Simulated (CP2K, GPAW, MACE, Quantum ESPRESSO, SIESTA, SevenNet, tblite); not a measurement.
# Predicting plane-wave site energies from CP2K triple zeta, PBE: Si in place of Ge in the unslipped end of a generalised stacking fault on (111) (glide set) of a Ge-Sn solid solution (48 atoms)

The cell holds 48 atoms: 34 Ge and 14 Sn. Its edges and angles: a = 8.334 Å, b = 7.218 Å, c = 20.515 Å, α = 90.0°, β = 90.0°, γ = 90.0°. Diamond-structure Ge lattice (a = 5.8932 Å, the value set for the mixture), cell with z along [111], 2 x 1 x 2 periods; the third cell vector is tilted by 0.000 of 1/2[1-10] and lengthened by 0.1 Å, so the stacking has no slip (glide set); displaced by a Gaussian of 0.01 Å; 14 of 48 Ge sites given to Sn at random (lattice constant by Vegard's rule between Ge and Sn). Then the atoms were relaxed with MACE MP-0b3 medium in the fixed cell.

Calculated with Quantum ESPRESSO 7.5: PBE; plane waves, SSSP efficiency, 45/360 Ry; k-points Γ. The cheaper level is PBE; TZV2P-UZH, GTH-PBE potentials, 350 Ry; k-points Γ. Each row is one cell with Si in place of Ge, relaxed with MACE MP-0b3 medium; both levels solve the same cells, and energies are counted from site Ge19 at each level.

| energy from CP2K triple zeta, PBE (eV) | energy from plane waves (eV) | site |
| --- | --- | --- |
| 0.000 | 0 | Ge19 |
| 0.011 | 0.01627 | Ge25 |
| 0.019 | 0.01256 | Ge6 |
| 0.029 | ? | ? |
| 0.112 | 0.09610 | Ge12 |

**Question.** Fit a straight line to the rows given and interpolate to the withheld row.

Worked fit:

Take u as the energy from CP2K triple zeta, PBE and v as that from plane waves.

| u (eV) | v (eV) |
| --- | --- |
| 0 | 0 |
| 0.0105330 | 0.0162680 |
| 0.0191130 | 0.0125620 |
| 0.112168 | 0.0961000 |

With n = 4: mean u = 0.0354535, mean v = 0.0312325, Σ(u − ū)² = 0.0080301, Σ(u − ū)(v − v̄) = 0.0067616. Slope b = 0.0067616 / 0.0080301 = 0.84203; intercept a = v̄ − b ū = 0.0013796.

At the withheld site u = 0.02930, and v = a + b u.

Prediction at 0.029: 0.02605 eV. The run gave 0.01901 eV, so the fit is high by 0.0070 eV (37 % of the value).

The slope of 0.84 says that CP2K triple zeta, PBE stretches the spread of the sites. Taken as it stands, without the line, its value misses the withheld site by 0.010 eV. Among the rows given, the largest miss of the fit is at 0.011, by 0.0060 eV (6.3 % of the range of the table).

Limits: Few sites, one cell. The geometries are those of MACE MP-0b3 medium, not of DFT.

[Hosts, paths, dates, database ids (printed as entryN), source tags and the programs' standing remarks are cut or masked in the printed files.]
